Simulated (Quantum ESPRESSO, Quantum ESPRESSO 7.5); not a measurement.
**Co(0001), stepped through the number of layers**

Wanted: a table for Co(0001) against the number of layers, and what can be fitted to it.

Main program and level: Quantum ESPRESSO 7.5; plane-wave DFT, PBE, GBRV ultrasoft pseudopotentials.

The experiments to compare with:

For Co (polycrystalline sample, no single face), “Anisotropic work function of elemental crystals” (2019, arxiv:1902.07811) quotes earlier work: work function, loosely compared (polycrystalline sample, no single face) 5 eV.

This is a report of a sequence of runs, with most program output left out.

## (1) Starting point

The structure is hexagonal, space group P6_3/mmc (No. 194). Conventional cell: a = 2.510 Å, b = 2.510 Å, c = 4.071 Å, α = 90.00°, β = 90.00°, γ = 120.00°. Co has 12 Co at 2.50 to 2.51 Å nearest.

Set-up: Symmetric 1×1 slabs with 16 Å of vacuum in the starting cell; the two outer layers of each face relax in a periodic cell and the inner ones are held; a run under open boundaries (ESM, bc1) then gives the work function. Cold smearing of 0.02 Ry, one mesh for all thicknesses. The slabs take the lattice constants of the bulk relaxed by the same program.

Members 6, 7, 8 and 9 took the same steps and show in the table alone.

## (2) Relaxing cell and ions of the reference

The bulk crystal is relaxed in cell and atoms; the members are built on its lattice constants.

File ref.vc.in:

```
&control
  prefix = 'ref.vc'
  outdir = './out'
  pseudo_dir = './pseudo'
  nstep = 40
  forc_conv_thr = 0.0003
  calculation = 'vc-relax'
/
&system
  ibrav = 0
  nat = 2
  ntyp = 1
  ecutwfc = 50
  ecutrho = 250
  occupations = 'smearing'
  smearing = 'mv'
  degauss = 0.02
  nspin = 2
  starting_magnetization(1) = 0.28
/
&electrons
  conv_thr = 1e-09
  mixing_beta = 0.4
  electron_maxstep = 120
/
&ions
/
&cell
  press_conv_thr = 0.3
/
ATOMIC_SPECIES
  Co  58.9332  co_pbe_v1.2.uspp.F.UPF
CELL_PARAMETERS angstrom
  2.51000000000000 0.00000000000000 0.00000000000000
  -1.25500000000000 2.17372376349894 0.00000000000000
  0.00000000000000 0.00000000000000 4.07122000000000
ATOMIC_POSITIONS crystal
  Co  0.333333333333 0.666666666667 0.250000000000
  Co  0.666666666667 0.333333333333 0.750000000000
K_POINTS automatic
  19 19 10 0 0 0
```

Command:

```
$ OMP_NUM_THREADS=1 mpirun -n 4 pw.x -nk 4 -in ref.vc.in > ref.vc.out
```

It took 6.1 min on 4 MPI ranks of Arm Neoverse N1, shared host; peak memory 0.37 GiB.

Step by step:

| step | energy less that of the first step (eV) | largest force (eV/Å) | volume (Å³) |
| --- | --- | --- | --- |
| 1 | 0.0000 | 0.0000 | 22.21 |
| 2 | -0.0090 | 0.0000 | 21.63 |
| 3 | -0.0091 | 0.0000 | 21.66 |
| 4 | -0.0091 | 0.0000 | 21.67 |
| 5 | -0.0091 | 0.0000 | 21.66 |
| 6 | -0.0067 | 0.0000 | 21.66 |

| conventional cell, symmetrised | before | after | change |
| --- | --- | --- | --- |
| a (Å) | 2.510 | 2.491 | -0.8 % |
| b (Å) | 2.510 | 2.491 | -0.8 % |
| c (Å) | 4.071 | 4.032 | -1.0 % |
| volume (Å³/atom) | 11.11 | 10.83 | -2.5 % |

Final coordinates:

```
Co
1.0
     2.49075    0.00000    0.00000
    -1.24537    2.15705    0.00000
     0.00000    0.00000    4.03227
Co
2
Direct
  0.33333 0.66667 0.25000
  0.66667 0.33333 0.75000
```

 The last row is no step: it is a fresh SCF in the final cell with a new plane-wave basis, +2 meV from the row before.

Read from the output:

* free energy: -8122.3208 eV
* Fermi energy: 18.52 eV
* magnetization: 3.29 μB
* absolute magnetization: 3.66 μB
* site moments: 1.728, 1.728 μB

## (3) SCF with pw.x of the reference

A bulk run at that cell gives the reference energy and levels.

File ref.bulk.in:

```
&control
  prefix = 'ref.bulk'
  outdir = './out'
  pseudo_dir = './pseudo'
  calculation = 'scf'
  tprnfor = .true.
/
&system
  ibrav = 0
  nat = 2
  ntyp = 1
  ecutwfc = 40
  ecutrho = 200
  occupations = 'smearing'
  smearing = 'mv'
  degauss = 0.02
  nspin = 2
  starting_magnetization(1) = 0.28
/
&electrons
  conv_thr = 1e-09
  mixing_beta = 0.4
  electron_maxstep = 120
/
ATOMIC_SPECIES
  Co  58.9332  co_pbe_v1.2.uspp.F.UPF
CELL_PARAMETERS angstrom
  2.49074828400000 0.00000000000000 0.00000000000000
  -1.24537414200000 2.15705128800000 0.00000000000000
  0.00000000000000 0.00000000000000 4.03227393700000
ATOMIC_POSITIONS crystal
  Co  0.333333333300 0.666666666700 0.250000000000
  Co  0.666666666700 0.333333333300 0.750000000000
K_POINTS automatic
  19 19 10 0 0 0
```

Command:

```
$ OMP_NUM_THREADS=1 mpirun -n 4 pw.x -nk 4 -in ref.bulk.in > ref.bulk.out
```

Run time: 37 s. Hardware: 4 MPI ranks; peak memory 0.3 GiB.

Read from the output:

```
free energy  : -8122.2952 eV
site moments : 1.730, 1.730 μB
```

## (4) Relaxation with pw.x, 4 layers

What the set-up leaves free in this member is relaxed.

System of this step: Co(0001), 4 layers. The cell holds 4 atoms: 4 Co. Its edges and angles: a = 2.491 Å, b = 2.491 Å, c = 21.895 Å, α = 90.0°, β = 90.0°, γ = 60.0°. It derives from Co. Vacuum lies along c.

File m0.relax.in:

```
&control
  prefix = 'm0.relax'
  outdir = './out'
  pseudo_dir = './pseudo'
  nstep = 40
  forc_conv_thr = 0.001
  calculation = 'relax'
/
&system
  ibrav = 0
  nat = 4
  ntyp = 1
  ecutwfc = 40
  ecutrho = 200
  occupations = 'smearing'
  smearing = 'mv'
  degauss = 0.02
  nspin = 2
  starting_magnetization(1) = 0.28
/
&electrons
  conv_thr = 1e-08
  mixing_beta = 0.4
  electron_maxstep = 120
  mixing_mode = 'local-TF'
/
&ions
/
ATOMIC_SPECIES
  Co  58.9332  co_pbe_v1.2.uspp.F.UPF
CELL_PARAMETERS angstrom
  2.49074828400000 0.00000000000000 0.00000000000000
  1.24537414200000 2.15705128837650 0.00000000000000
  0.00000000000000 0.00000000000000 21.89535186963360
ATOMIC_POSITIONS crystal
  Co  0.666666666700 0.666666666700 0.361879111569
  Co  0.000000000000 0.000000000000 0.453959703856
  Co  0.666666666700 0.666666666700 0.546040296144
  Co  0.000000000000 0.000000000000 0.638120888431
K_POINTS automatic
  12 12 1 0 0 0
```

Command:

```
$ OMP_NUM_THREADS=1 mpirun -n 4 pw.x -nk 4 -in m0.relax.in > m0.relax.out
```

The job ended after 10 min (4 MPI ranks; peak memory 0.5 GiB).

The steps of the relaxation:

| step | energy less that of the first step (eV) | largest force (eV/Å) |
| --- | --- | --- |
| 1 | 0.0000 | 0.5422 |
| 2 | -0.0151 | 0.3823 |
| 3 | -0.0268 | 0.2011 |
| 4 | -0.0322 | 0.0795 |
| 5 | -0.0325 | 0.0455 |
| 6 | -0.0328 | 0.0494 |
| 7 | -0.0330 | 0.0424 |
| 8 | -0.0333 | 0.0250 |

The atoms that moved most (Å):

| atom | dx | dy | dz | length |
| --- | --- | --- | --- | --- |
| Co1 | 0.000 | 0.000 | 0.038 | 0.038 |
| Co4 | 0.000 | 0.000 | -0.038 | 0.038 |
| Co2 | 0.000 | 0.000 | -0.030 | 0.030 |
| Co3 | 0.000 | 0.000 | 0.030 | 0.030 |

Final coordinates:

```cif
data_structure
_symmetry_space_group_name_H-M 'P 1'
_symmetry_Int_Tables_number 1
_cell_length_a 2.4907
_cell_length_b 2.4907
_cell_length_c 21.8954
_cell_angle_alpha 90.000
_cell_angle_beta 90.000
_cell_angle_gamma 60.000
_cell_volume 117.64
loop_
_atom_site_label
_atom_site_type_symbol
_atom_site_fract_x
_atom_site_fract_y
_atom_site_fract_z
_atom_site_occupancy
Co1 Co 0.66667 0.66667 0.36362 1
Co2 Co 0.00000 0.00000 0.45258 1
Co3 Co 0.66667 0.66667 0.54742 1
Co4 Co 0.00000 0.00000 0.63638 1
```

The relaxation lowers the energy by 8 meV an atom.

Numbers from this step:

```
free energy            : -16243.1623 eV
Fermi energy           : 3.758 eV
magnetization          : 6.86 μB
absolute magnetization : 7.61 μB
site moments           : 1.814, 1.775, 1.775, 1.814 μB
```

## (5) Self-consistent run, 4 layers

A run under open boundaries on these atoms gives the vacuum levels.

File m0.esm.in:

```
&control
  prefix = 'm0.esm'
  outdir = './out'
  pseudo_dir = './pseudo'
  calculation = 'scf'
  tprnfor = .true.
/
&system
  ibrav = 0
  nat = 4
  ntyp = 1
  ecutwfc = 40
  ecutrho = 200
  occupations = 'smearing'
  smearing = 'mv'
  degauss = 0.02
  assume_isolated = 'esm'
  esm_bc = 'bc1'
  nspin = 2
  starting_magnetization(1) = 0.28
/
&electrons
  conv_thr = 1e-08
  mixing_beta = 0.25
  electron_maxstep = 160
  mixing_mode = 'local-TF'
  mixing_ndim = 12
/
ATOMIC_SPECIES
  Co  58.9332  co_pbe_v1.2.uspp.F.UPF
CELL_PARAMETERS angstrom
  2.49074828400000 0.00000000000000 0.00000000000000
  1.24537414200000 2.15705128837650 0.00000000000000
  0.00000000000000 0.00000000000000 21.89535186963360
ATOMIC_POSITIONS crystal
  Co  0.666666666700 0.666666666700 -0.136376250700
  Co  0.000000000000 0.000000000000 -0.047422918500
  Co  0.666666666700 0.666666666700 0.047422918500
  Co  0.000000000000 0.000000000000 0.136376250700
K_POINTS automatic
  12 12 1 0 0 0
```

Command:

```
$ OMP_NUM_THREADS=1 mpirun -n 4 pw.x -nk 4 -in m0.esm.in > m0.esm.out
```

Wall time 5.8 min (4 MPI ranks); peak memory 0.5 GiB.

This step gave:

```
Fermi energy                                                   : -5.010 eV
vacuum line at the lower end of the cell, over the Fermi level : 5.010 eV
vacuum line at the upper end of the cell, over the Fermi level : 5.010 eV
```

Electrostatic potential energy of an electron; zero at the Fermi level. The potential energy, planar mean by z:

z (Å), potential energy, planar mean (eV) and a bar from the least value:
```
    -10.5        5.0 ##############################
    -10.0        5.0 ##############################
     -9.5        5.0 ##############################
     -9.0        5.0 ##############################
     -8.5        5.0 ##############################
     -8.0        5.0 ##############################
     -7.5        5.0 ##############################
     -7.0        5.0 ##############################
     -6.5        5.0 ##############################
     -6.0        5.0 ##############################
     -5.5        4.9 ##############################
     -5.0        4.7 ##############################
     -4.5        3.9 #############################
     -4.0        1.3 ##########################
     -3.5       -9.8 ################
     -3.0      -26.8 
     -2.5      -10.9 ###############
     -2.0       -1.6 ########################
     -1.5      -12.0 ##############
     -1.0      -26.8 
     -0.5       -8.7 #################
      0.0       -0.5 #########################
      0.5       -8.7 #################
      1.0      -26.8 
      1.5      -12.0 ##############
      2.0       -1.6 ########################
      2.5      -10.9 ###############
      3.0      -26.8 
      3.5       -9.8 ################
      4.0        1.3 ##########################
      4.5        3.9 #############################
      5.0        4.7 ##############################
      5.5        4.9 ##############################
      6.0        5.0 ##############################
      6.5        5.0 ##############################
      7.0        5.0 ##############################
      7.5        5.0 ##############################
      8.0        5.0 ##############################
      8.5        5.0 ##############################
      9.0        5.0 ##############################
      9.5        5.0 ##############################
     10.0        5.0 ##############################
     10.5        5.0 ##############################
```

The vacuum levels are read from the outermost 0.7 Å of the cell on either side.

Inside the slab this potential holds the local part of the pseudopotentials, which can be repulsive at the nuclei; only its value in the vacuum has a meaning of its own.

## (6) Relaxing the ions, 5 layers

System of this step: Co(0001), 5 layers. The cell holds 5 atoms: 5 Co. Its edges and angles: a = 2.491 Å, b = 2.491 Å, c = 23.911 Å, α = 90.0°, β = 90.0°, γ = 60.0°. It derives from Co. Vacuum lies along c.

File m1.relax.in:

```
&control
  prefix = 'm1.relax'
  outdir = './out'
  pseudo_dir = './pseudo'
  nstep = 40
  forc_conv_thr = 0.001
  calculation = 'relax'
/
&system
  ibrav = 0
  nat = 5
  ntyp = 1
  ecutwfc = 40
  ecutrho = 200
  occupations = 'smearing'
  smearing = 'mv'
  degauss = 0.02
  nspin = 2
  starting_magnetization(1) = 0.28
/
&electrons
  conv_thr = 1e-08
  mixing_beta = 0.4
  electron_maxstep = 120
  mixing_mode = 'local-TF'
/
&ions
/
ATOMIC_SPECIES
  Co  58.9332  co_pbe_v1.2.uspp.F.UPF
CELL_PARAMETERS angstrom
  2.49074828400000 0.00000000000000 0.00000000000000
  1.24537414200000 2.15705128837650 0.00000000000000
  0.00000000000000 0.00000000000000 23.91148883813360
ATOMIC_POSITIONS crystal
  Co  0.000000000000 0.000000000000 0.331366672134
  Co  0.666666666700 0.666666666700 0.415683336067
  Co  0.000000000000 0.000000000000 0.500000000000 0 0 0
  Co  0.666666666700 0.666666666700 0.584316663933
  Co  0.000000000000 0.000000000000 0.668633327866
K_POINTS automatic
  12 12 1 0 0 0
```

Command:

```
$ OMP_NUM_THREADS=1 mpirun -n 4 pw.x -nk 4 -in m1.relax.in > m1.relax.out
```

It took 6.4 min on 4 MPI ranks; peak memory 0.55 GiB; 26 min of CPU time.

The steps of the relaxation:

| step | energy less that of the first step (eV) | largest force (eV/Å) |
| --- | --- | --- |
| 1 | 0.0000 | 0.3566 |
| 2 | -0.0074 | 0.2647 |
| 3 | -0.0130 | 0.1495 |
| 4 | -0.0163 | 0.0259 |
| 5 | -0.0163 | 0.0203 |

The atoms that moved most (Å):

| atom | dx | dy | dz | length |
| --- | --- | --- | --- | --- |
| Co2 | 0.000 | 0.000 | -0.027 | 0.027 |
| Co4 | 0.000 | 0.000 | 0.027 | 0.027 |
| Co1 | 0.000 | 0.000 | 0.023 | 0.023 |
| Co5 | 0.000 | 0.000 | -0.023 | 0.023 |

The relaxation lowers the energy by 3 meV an atom. On the free atoms the largest force ends at 0.020 eV/Å.

Numbers from this step:

* free energy: -20304.3023 eV
* Fermi energy: 5.03 eV
* magnetization: 8.69 μB
* absolute magnetization: 9.56 μB
* site moments: 1.850, 1.792, 1.779, 1.792, 1.850 μB

## (7) SCF with pw.x, 5 layers

File m1.esm.in:

```
&control
  prefix = 'm1.esm'
  outdir = './out'
  pseudo_dir = './pseudo'
  calculation = 'scf'
  tprnfor = .true.
/
&system
  ibrav = 0
  nat = 5
  ntyp = 1
  ecutwfc = 40
  ecutrho = 200
  occupations = 'smearing'
  smearing = 'mv'
  degauss = 0.02
  assume_isolated = 'esm'
  esm_bc = 'bc1'
  nspin = 2
  starting_magnetization(1) = 0.28
/
&electrons
  conv_thr = 1e-08
  mixing_beta = 0.25
  electron_maxstep = 160
  mixing_mode = 'local-TF'
  mixing_ndim = 12
/
ATOMIC_SPECIES
  Co  58.9332  co_pbe_v1.2.uspp.F.UPF
CELL_PARAMETERS angstrom
  2.49074828400000 0.00000000000000 0.00000000000000
  1.24537414200000 2.15705128837650 0.00000000000000
  0.00000000000000 0.00000000000000 23.91148883813360
ATOMIC_POSITIONS crystal
  Co  0.000000000000 0.000000000000 -0.167665117200
  Co  0.666666666700 0.666666666700 -0.085425083200
  Co  0.000000000000 0.000000000000 -0.000000000000
  Co  0.666666666700 0.666666666700 0.085425083200
  Co  0.000000000000 0.000000000000 0.167665117200
K_POINTS automatic
  12 12 1 0 0 0
```

Command:

```
$ OMP_NUM_THREADS=1 mpirun -n 4 pw.x -nk 4 -in m1.esm.in > m1.esm.out
```

It took 4 min on 4 MPI ranks; peak memory 0.57 GiB; 16 min of CPU time.

Numbers from this step:

```
Fermi energy                                                   : -4.985 eV
vacuum line at the lower end of the cell, over the Fermi level : 4.985 eV
vacuum line at the upper end of the cell, over the Fermi level : 4.985 eV
```

Inside the slab this potential holds the local part of the pseudopotentials, which can be repulsive at the nuclei; only its value in the vacuum has a meaning of its own.

## (8) Relaxation with pw.x, 10 layers

System of this step: Co(0001), 10 layers. The cell holds 10 atoms: 10 Co. Its edges and angles: a = 2.491 Å, b = 2.491 Å, c = 33.992 Å, α = 90.0°, β = 90.0°, γ = 60.0°. It derives from Co. Vacuum lies along c.

File m6.relax.in:

```
&control
  prefix = 'm6.relax'
  outdir = './out'
  pseudo_dir = './pseudo'
  nstep = 40
  forc_conv_thr = 0.001
  calculation = 'relax'
/
&system
  ibrav = 0
  nat = 10
  ntyp = 1
  ecutwfc = 40
  ecutrho = 200
  occupations = 'smearing'
  smearing = 'mv'
  degauss = 0.02
  nspin = 2
  starting_magnetization(1) = 0.28
/
&electrons
  conv_thr = 1e-08
  mixing_beta = 0.4
  electron_maxstep = 120
  mixing_mode = 'local-TF'
/
&ions
/
ATOMIC_SPECIES
  Co  58.9332  co_pbe_v1.2.uspp.F.UPF
CELL_PARAMETERS angstrom
  2.49074828400000 0.00000000000000 0.00000000000000
  1.24537414200000 2.15705128837650 0.00000000000000
  0.00000000000000 0.00000000000000 33.99217368063360
ATOMIC_POSITIONS crystal
  Co  0.666666666700 0.666666666700 0.233096905085
  Co  0.000000000000 0.000000000000 0.292408703955
  Co  0.666666666700 0.666666666700 0.351720502825 0 0 0
  Co  0.000000000000 0.000000000000 0.411032301695 0 0 0
  Co  0.666666666700 0.666666666700 0.470344100565 0 0 0
  Co  0.000000000000 0.000000000000 0.529655899435 0 0 0
  Co  0.666666666700 0.666666666700 0.588967698305 0 0 0
  Co  0.000000000000 0.000000000000 0.648279497175 0 0 0
  Co  0.666666666700 0.666666666700 0.707591296045
  Co  0.000000000000 0.000000000000 0.766903094915
K_POINTS automatic
  12 12 1 0 0 0
```

Command:

```
$ OMP_NUM_THREADS=1 mpirun -n 4 pw.x -nk 4 -in m6.relax.in > m6.relax.out
```

The job ended after 41 min (4 MPI ranks; peak memory 0.94 GiB).

Step by step:

| step | energy less that of the first step (eV) | largest force (eV/Å) |
| --- | --- | --- |
| 1 | 0.0000 | 0.4084 |
| 2 | -0.0094 | 0.3118 |
| 3 | -0.0171 | 0.2005 |
| 4 | -0.0224 | 0.0290 |
| 5 | -0.0225 | 0.0084 |

The atoms that moved most (Å):

| atom | dx | dy | dz | length |
| --- | --- | --- | --- | --- |
| Co2 | 0.000 | 0.000 | -0.033 | 0.033 |
| Co9 | 0.000 | 0.000 | 0.033 | 0.033 |
| Co1 | 0.000 | 0.000 | 0.027 | 0.027 |
| Co10 | 0.000 | 0.000 | -0.027 | 0.027 |

The relaxation lowers the energy by 2 meV an atom. On the free atoms the largest force ends at 0.008 eV/Å.

Numbers from this step:

```
free energy            : -40610.0310 eV
Fermi energy           : 9.026 eV
magnetization          : 16.9 μB
absolute magnetization : 18.71 μB
```

## (9) Self-consistent run, 10 layers

File m6.esm.in:

```
&control
  prefix = 'm6.esm'
  outdir = './out'
  pseudo_dir = './pseudo'
  calculation = 'scf'
  tprnfor = .true.
/
&system
  ibrav = 0
  nat = 10
  ntyp = 1
  ecutwfc = 40
  ecutrho = 200
  occupations = 'smearing'
  smearing = 'mv'
  degauss = 0.02
  assume_isolated = 'esm'
  esm_bc = 'bc1'
  nspin = 2
  starting_magnetization(1) = 0.28
/
&electrons
  conv_thr = 1e-08
  mixing_beta = 0.25
  electron_maxstep = 160
  mixing_mode = 'local-TF'
  mixing_ndim = 12
/
ATOMIC_SPECIES
  Co  58.9332  co_pbe_v1.2.uspp.F.UPF
CELL_PARAMETERS angstrom
  2.49074828400000 0.00000000000000 0.00000000000000
  1.24537414200000 2.15705128837650 0.00000000000000
  0.00000000000000 0.00000000000000 33.99217368063360
ATOMIC_POSITIONS crystal
  Co  0.666666666700 0.666666666700 -0.266122435300
  Co  0.000000000000 0.000000000000 -0.208573594800
  Co  0.666666666700 0.666666666700 -0.148279497200
  Co  0.000000000000 0.000000000000 -0.088967698300
  Co  0.666666666700 0.666666666700 -0.029655899400
  Co  0.000000000000 0.000000000000 0.029655899400
  Co  0.666666666700 0.666666666700 0.088967698300
  Co  0.000000000000 0.000000000000 0.148279497200
  Co  0.666666666700 0.666666666700 0.208573594800
  Co  0.000000000000 0.000000000000 0.266122435300
K_POINTS automatic
  12 12 1 0 0 0
```

Command:

```
$ OMP_NUM_THREADS=1 mpirun -n 4 pw.x -nk 4 -in m6.esm.in > m6.esm.out
```

The job ended after 29 min (4 MPI ranks; peak memory 0.97 GiB).

Numbers from this step:

```
Fermi energy                                                   : -4.983 eV
vacuum line at the lower end of the cell, over the Fermi level : 4.983 eV
vacuum line at the upper end of the cell, over the Fermi level : 4.983 eV
```

Inside the slab this potential holds the local part of the pseudopotentials, which can be repulsive at the nuclei; only its value in the vacuum has a meaning of its own.

(Part 1 of 2 ends here.)

[Logs are printed without paths, hosts, clocks, repeated set-up lines and the standing remarks that a program may print on its own settings, such as how far it seeks lower states.]

[Hosts, paths, dates, database ids (printed as entryN), source tags and the programs' standing remarks are cut or masked in the printed files.]

[Maps of the electrostatic potential energy from Ansatz leave out the sawtooth potential of an applied field or a dipole correction, so their vacuum need not be flat; planar profiles and work functions include it.]
